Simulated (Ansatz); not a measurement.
# How W(100) screens a field

Wanted: the response of a W(100) slab to a perpendicular field.

Main program and level: Ansatz 0.2.0; plane-wave DFT, LDA, Ansatz PAW.

This is a report of a sequence of runs, with the program logs left out and the cost of each run kept.

### 1. The system as given

The cell holds 6 atoms: 6 W. Cell: a = 3.160 Å, b = 3.160 Å, c = 25.900 Å, α = 90.0°, β = 90.0°, γ = 90.0°. Vacuum lies along c.

Structure file:

```cif
data_structure
_symmetry_space_group_name_H-M 'P 1'
_symmetry_Int_Tables_number 1
_cell_length_a 3.1600
_cell_length_b 3.1600
_cell_length_c 25.9000
_cell_angle_alpha 90.000
_cell_angle_beta 90.000
_cell_angle_gamma 90.000
_cell_volume 258.63
loop_
_atom_site_label
_atom_site_type_symbol
_atom_site_fract_x
_atom_site_fract_y
_atom_site_fract_z
_atom_site_occupancy
W1 W 0.50000 0.50000 0.34749 1
W2 W 0.00000 0.00000 0.40849 1
W3 W 0.50000 0.50000 0.46950 1
W4 W 0.00000 0.00000 0.53050 1
W5 W 0.50000 0.50000 0.59151 1
W6 W 0.00000 0.00000 0.65251 1
```

### 2. Single point, field 0

A sawtooth potential applies the field, turning back in the middle of the vacuum. With the dipole correction the typed value is the field outside the slab. The induced dipole is small, so the SCF threshold is tight.

Input file input.yaml:

```yaml
crystal:
  lattice:
    - [3.16, 0.0, 0.0]
    - [0.0, 3.16, 0.0]
    - [0.0, 0.0, 25.9]
  atoms:
    - { symbol: W, position: [0.5, 0.5, 0.3474903475] }
    - { symbol: W, position: [0.0, 0.0, 0.4084942085] }
    - { symbol: W, position: [0.5, 0.5, 0.4694980695] }
    - { symbol: W, position: [0.0, 0.0, 0.5305019305] }
    - { symbol: W, position: [0.5, 0.5, 0.5915057915] }
    - { symbol: W, position: [0.0, 0.0, 0.6525096525] }
kpoints:
  mp_grid: { grid: [16, 16, 1] }
hamiltonian:
  xc: lda
scf:
  occupations: { method: fermi_dirac, width: 0.1 }
  convergence: { dr2_threshold: 1.0e-10 }
efield:
  axis: 3
  dipole_correction: true
  ramp_position: 0.97
  ramp_width: 0.06
  amplitude: 0
output:
  forces: true
  write_potential: true
  write_density: true
  volumetric_format: npy
```

Run with:

```
ansatz run input.yaml --threads 2 --pin off --max-ram 3072MiB --backend cpu --events-out ev --progress --plain --runs-dir out
```

The job ended after 46 s (2 threads of Arm Neoverse V1, shared host; peak memory 0.67 GiB; 92 s of CPU time).

This step gave:

* energy at zero smearing: -60773.0277 eV
* work function, upper face: 4.497 eV
* dipole along the normal: -1.03e-6 e·Å

Running mean over 1.58 Å of the planar mean; the ramp of the sawtooth is left out. Table of electron's electrostatic potential energy less the Fermi level by z:

| z (Å) | electron's electrostatic potential energy less the Fermi level (eV) |
| --- | --- |
| 3.5 | 4.50 |
| 4.0 | 4.50 |
| 4.5 | 4.49 |
| 5.0 | 4.49 |
| 5.5 | 4.47 |
| 6.0 | 4.41 |
| 6.5 | 4.23 |
| 7.0 | 3.67 |
| 7.5 | 1.98 |
| 8.0 | -2.30 |
| 8.5 | -7.72 |
| 9.0 | -11.0 |
| 9.5 | -11.9 |
| 10.0 | -12.1 |
| 10.5 | -12.2 |
| 11.0 | -12.4 |
| 11.5 | -12.4 |
| 12.0 | -12.4 |
| 12.5 | -12.3 |
| 13.0 | -12.3 |
| 13.5 | -12.3 |
| 14.0 | -12.4 |
| 14.5 | -12.4 |
| 15.0 | -12.4 |
| 15.5 | -12.2 |
| 16.0 | -12.0 |
| 16.5 | -11.8 |
| 17.0 | -10.6 |
| 17.5 | -6.70 |
| 18.0 | -1.24 |
| 18.5 | 2.48 |
| 19.0 | 3.84 |
| 19.5 | 4.28 |
| 20.0 | 4.43 |
| 20.5 | 4.48 |
| 21.0 | 4.49 |
| 21.5 | 4.50 |
| 22.0 | 4.50 |
| 22.5 | 4.50 |

Force by atom:

| atom | x (eV/Å) | y (eV/Å) | z (eV/Å) | size |
| --- | --- | --- | --- | --- |
| W1 | 0.00 | 0.00 | 2.26 | 2.26 |
| W2 | 0.00 | 0.00 | -1.65 | 1.65 |
| W3 | 0.00 | 0.00 | 0.00 | 0.00 |
| W4 | 0.00 | 0.00 | 0.00 | 0.00 |
| W5 | 0.00 | 0.00 | 1.65 | 1.65 |
| W6 | 0.00 | 0.00 | -2.26 | 2.26 |

The work function of the upper face is 4.50 eV.

### 3. Atoms held, field 0.05 V/Å

input.yaml: that of step 2 with these lines changed.

```diff
@@ -24,3 +24,3 @@
   ramp_width: 0.06
-  amplitude: 0
+  amplitude: 0.05
 output:
```

It took 56 s on 2 threads; peak memory 0.66 GiB; 1.9 min of CPU time.

The dipole is 0.0330 e·Å.

### 4. Single point, field -0.05 V/Å

input.yaml: that of step 3 with these lines changed.

```diff
@@ -24,3 +24,3 @@
   ramp_width: 0.06
-  amplitude: 0.05
+  amplitude: -0.05
 output:
```

Run time: 54 s. Hardware: 2 threads; peak memory 0.66 GiB.

The dipole is -0.0330 e·Å.

### 5. Atoms held, field 0.1 V/Å

input.yaml: that of step 4 with these lines changed.

```diff
@@ -24,3 +24,3 @@
   ramp_width: 0.06
-  amplitude: -0.05
+  amplitude: 0.1
 output:
```

Run time: 57 s. Hardware: 2 threads; peak memory 0.66 GiB; 1.9 min of CPU time.

The dipole is 0.0661 e·Å.

### 6. Atoms held, field -0.1 V/Å

input.yaml: that of step 5 with these lines changed.

```diff
@@ -24,3 +24,3 @@
   ramp_width: 0.06
-  amplitude: 0.1
+  amplitude: -0.1
 output:
```

The job ended after 57 s (2 threads; peak memory 0.66 GiB).

The dipole is -0.0661 e·Å.

### 7. Atoms held, field 0.2 V/Å

input.yaml: that of step 6 with these lines changed.

```diff
@@ -24,3 +24,3 @@
   ramp_width: 0.06
-  amplitude: -0.1
+  amplitude: 0.2
 output:
```

Wall time 54 s (2 threads); peak memory 0.66 GiB; 1.8 min of CPU time.

The dipole is 0.132 e·Å.

### 8. Single point, field -0.2 V/Å

input.yaml: that of step 7 with these lines changed.

```diff
@@ -24,3 +24,3 @@
   ramp_width: 0.06
-  amplitude: 0.2
+  amplitude: -0.2
 output:
```

Elapsed: 51 s, on 2 threads; peak memory 0.66 GiB; 1.7 min of CPU time.

The dipole is -0.132 e·Å.

### 9. Single point, field 0.4 V/Å

input.yaml: that of step 8 with these lines changed.

```diff
@@ -24,3 +24,3 @@
   ramp_width: 0.06
-  amplitude: -0.2
+  amplitude: 0.4
 output:
@@ -30 +30,2 @@
   volumetric_format: npy
+  elf: true
```

Run time: 60 s. Hardware: 2 threads; peak memory 0.66 GiB; 2 min of CPU time.

Running mean over 1.58 Å of the planar mean, with the applied field; the ramp of the sawtooth is left out. Table of electron's electrostatic potential energy less the Fermi level by z:

| z (Å) | electron's electrostatic potential energy less the Fermi level (eV) |
| --- | --- |
| 3.5 | 3.14 |
| 4.0 | 3.34 |
| 4.5 | 3.54 |
| 5.0 | 3.73 |
| 5.5 | 3.90 |
| 6.0 | 4.02 |
| 6.5 | 3.99 |
| 7.0 | 3.57 |
| 7.5 | 1.95 |
| 8.0 | -2.29 |
| 8.5 | -7.71 |
| 9.0 | -11.0 |
| 9.5 | -11.9 |
| 10.0 | -12.1 |
| 10.5 | -12.2 |
| 11.0 | -12.4 |
| 11.5 | -12.4 |
| 12.0 | -12.4 |
| 12.5 | -12.3 |
| 13.0 | -12.3 |
| 13.5 | -12.3 |
| 14.0 | -12.4 |
| 14.5 | -12.4 |
| 15.0 | -12.4 |
| 15.5 | -12.2 |
| 16.0 | -12.0 |
| 16.5 | -11.8 |
| 17.0 | -10.6 |
| 17.5 | -6.71 |
| 18.0 | -1.24 |
| 18.5 | 2.52 |
| 19.0 | 3.99 |
| 19.5 | 4.57 |
| 20.0 | 4.89 |
| 20.5 | 5.13 |
| 21.0 | 5.34 |
| 21.5 | 5.54 |
| 22.0 | 5.74 |
| 22.5 | 5.94 |

The dipole is 0.265 e·Å.

### 10. The response

This step: plane-wave DFT, LDA, Ansatz PAW; screening of a field by a metal slab (Ansatz 0.2.0).

The dipoles give the slope, and the difference of two potentials shows where the field is screened.

This step gave:

```yaml
equivalent_conductor_thickness_p_eps_0ae: 11.98 Å
distance_between_the_outer_atoms: 7.900 Å
image_plane_upper_face: 2.011 Å
induced_electrons_on_the_upper_face_over_eps_0e: -1.004
image_plane_lower_face: 2.011 Å
induced_electrons_on_the_lower_face_over_eps_0e: 1.004
```

Table of dipole of the cell by applied field:

| applied field (V/Å) | dipole of the cell (e·Å) |
| --- | --- |
| -0.200 | -0.132 |
| -0.100 | -0.0661 |
| -0.050 | -0.0330 |
| 0.000 | -1.0e-6 |
| 0.050 | 0.0330 |
| 0.100 | 0.0661 |
| 0.200 | 0.132 |
| 0.400 | 0.265 |

Local field over the applied field, running mean. From the potentials at -0.05 and 0.05 V/Å; running mean over 1.58 Å. Local field over applied field against z:

| z (Å) | local field over applied field |
| --- | --- |
| 5 | 0.976 |
| 6 | 0.879 |
| 7 | 0.555 |
| 8 | 0.0881 |
| 9 | -0.0340 |
| 10 | 4.5e-5 |
| 11 | 0.00468 |
| 12 | -0.00172 |
| 13 | -0.00329 |
| 14 | -0.00122 |
| 15 | 0.00510 |
| 16 | -0.00162 |
| 17 | -0.0375 |
| 18 | 0.122 |
| 19 | 0.602 |
| 20 | 0.896 |
| 21 | 0.980 |

Electrons, planar mean, per unit field. Induced electron density against z:

| z (Å) | induced electron density (e/Å³ per V/Å) |
| --- | --- |
| 4.5 | 7.1e-5 |
| 5.0 | 1.7e-4 |
| 5.5 | 4.0e-4 |
| 6.0 | 8.6e-4 |
| 6.5 | 0.00165 |
| 7.0 | 0.00275 |
| 7.5 | 0.00359 |
| 8.0 | 0.00259 |
| 8.5 | -8.6e-4 |
| 9.0 | -1.2e-4 |
| 9.5 | -1.2e-4 |
| 10.0 | -1.3e-4 |
| 10.5 | -3.1e-5 |
| 11.0 | 6.4e-5 |
| 11.5 | 6.7e-5 |
| 12.0 | -4.0e-6 |
| 12.5 | 1.3e-5 |
| 13.0 | -1.0e-5 |
| 13.5 | -2.7e-6 |
| 14.0 | -8.0e-6 |
| 14.5 | -6.7e-5 |
| 15.0 | -6.5e-5 |
| 15.5 | 5.9e-5 |
| 16.0 | 1.2e-4 |
| 16.5 | 1.9e-4 |
| 17.0 | 2.2e-4 |
| 17.5 | 2.9e-4 |
| 18.0 | -0.00307 |
| 18.5 | -0.00350 |
| 19.0 | -0.00252 |
| 19.5 | -0.00147 |
| 20.0 | -7.4e-4 |
| 20.5 | -3.4e-4 |
| 21.0 | -1.5e-4 |
| 21.5 | -6.0e-5 |

By hand: between -0.05 and 0.05 V/Å the dipole changes by 0.06610 e·Å, a slope of 0.6610 e·Å²/V. A perfect conductor of thickness t has p = ε₀AEt, so t = 180.95 × 0.6610 / 9.986 = 11.98 Å (e/ε₀ = 180.95 V·Å, A in Å²). Less the 7.90 Å between the outer atoms, and halved, that puts each image plane 2.04 Å out.

The induced dipole is that of a conductor 11.98 Å thick.

### 11. Varying the input

This step: plane-wave DFT, LDA, Ansatz PAW (Ansatz 0.2.0).

An input spoilt on purpose, to show how the run answers: it repeats the earlier run at 0.05 V/Å with efield.axis from 3 to 0, and scf.max_iter set to 50.

input.yaml: that of step 9 with these lines changed.

```diff
@@ -19,4 +19,5 @@
   convergence: { dr2_threshold: 1.0e-10 }
+  max_iter: 50
 efield:
-  axis: 3
+  axis: 0
   dipole_correction: true
@@ -24,3 +25,3 @@
   ramp_width: 0.06
-  amplitude: 0.4
+  amplitude: 0.05
 output:
@@ -30,2 +31 @@
   volumetric_format: npy
-  elf: true
```

Run time: 0.03 s. Hardware: 2 threads; peak memory 0.03 GiB; 0.03 s of CPU time.

The input was rejected at the start.

The program's message: “Error: invalid value for `efield.axis`: must be in [1, 3]; got 0”

The fault put into the input: an axis of 0, outside the range 1 to 3.

### 12. Varying the input: efield.ramp_width = 0.04 and efield.amplitude = -0.05

Another changed input: it repeats the earlier run at 0.05 V/Å with efield.ramp_width from 0.06 to 0.04 and efield.amplitude from 0.05 to -0.05.

input.yaml: that of step 11 with these lines changed.

```diff
@@ -19,9 +19,8 @@
   convergence: { dr2_threshold: 1.0e-10 }
-  max_iter: 50
 efield:
-  axis: 0
+  axis: 3
   dipole_correction: true
   ramp_position: 0.97
-  ramp_width: 0.06
-  amplitude: 0.05
+  ramp_width: 0.04
+  amplitude: -0.05
 output:
```

Wall time 56 s (2 threads); peak memory 0.66 GiB.

Numbers from this step:

```yaml
energy_at_zero_smearing: -60773.0285 eV
dipole_along_the_normal: -0.03305 e·Å
```

Force by atom:

(Unchanged from step 2.)

| quantity | this run | earlier run | difference |
| --- | --- | --- | --- |
| dipole along the normal (e·Å) | -0.03305 | 0.03305 | -0.066 |

The applied field differs, and the slope found earlier predicts a dipole of -0.0331 e·Å; this run gives -0.0330 e·Å, in line with it.

### 13. Results

```
work function                                : 4.50 eV
image plane, upper face                      : 2.01 Å
induced electrons on the upper face over ε₀E : -1.00
equivalent conductor thickness p/(ε₀AE)      : 12.0 Å
```

The induced charge has its centre 2.01 Å outside the outermost atoms; this is the plane from which a capacitor's gap or an image potential counts. The equivalent conductor thickness exceeds the distance between the outer atoms by 4.08 Å, about the sum of the two image-plane distances. The atoms are held at bulk positions with the tabulated experimental lattice constant.

[Long decimals in the printed logs are rounded to 6 places.]

[Logs are printed without paths, hosts, clocks, repeated set-up lines and the standing remarks that a program may print on its own settings, such as how far it seeks lower states.]

[Hosts, paths, dates, database ids (printed as entryN), source tags and the programs' standing remarks are cut or masked in the printed files.]

[Maps of the electrostatic potential energy from Ansatz leave out the sawtooth potential of an applied field or a dipole correction, so their vacuum need not be flat; planar profiles and work functions include it.]
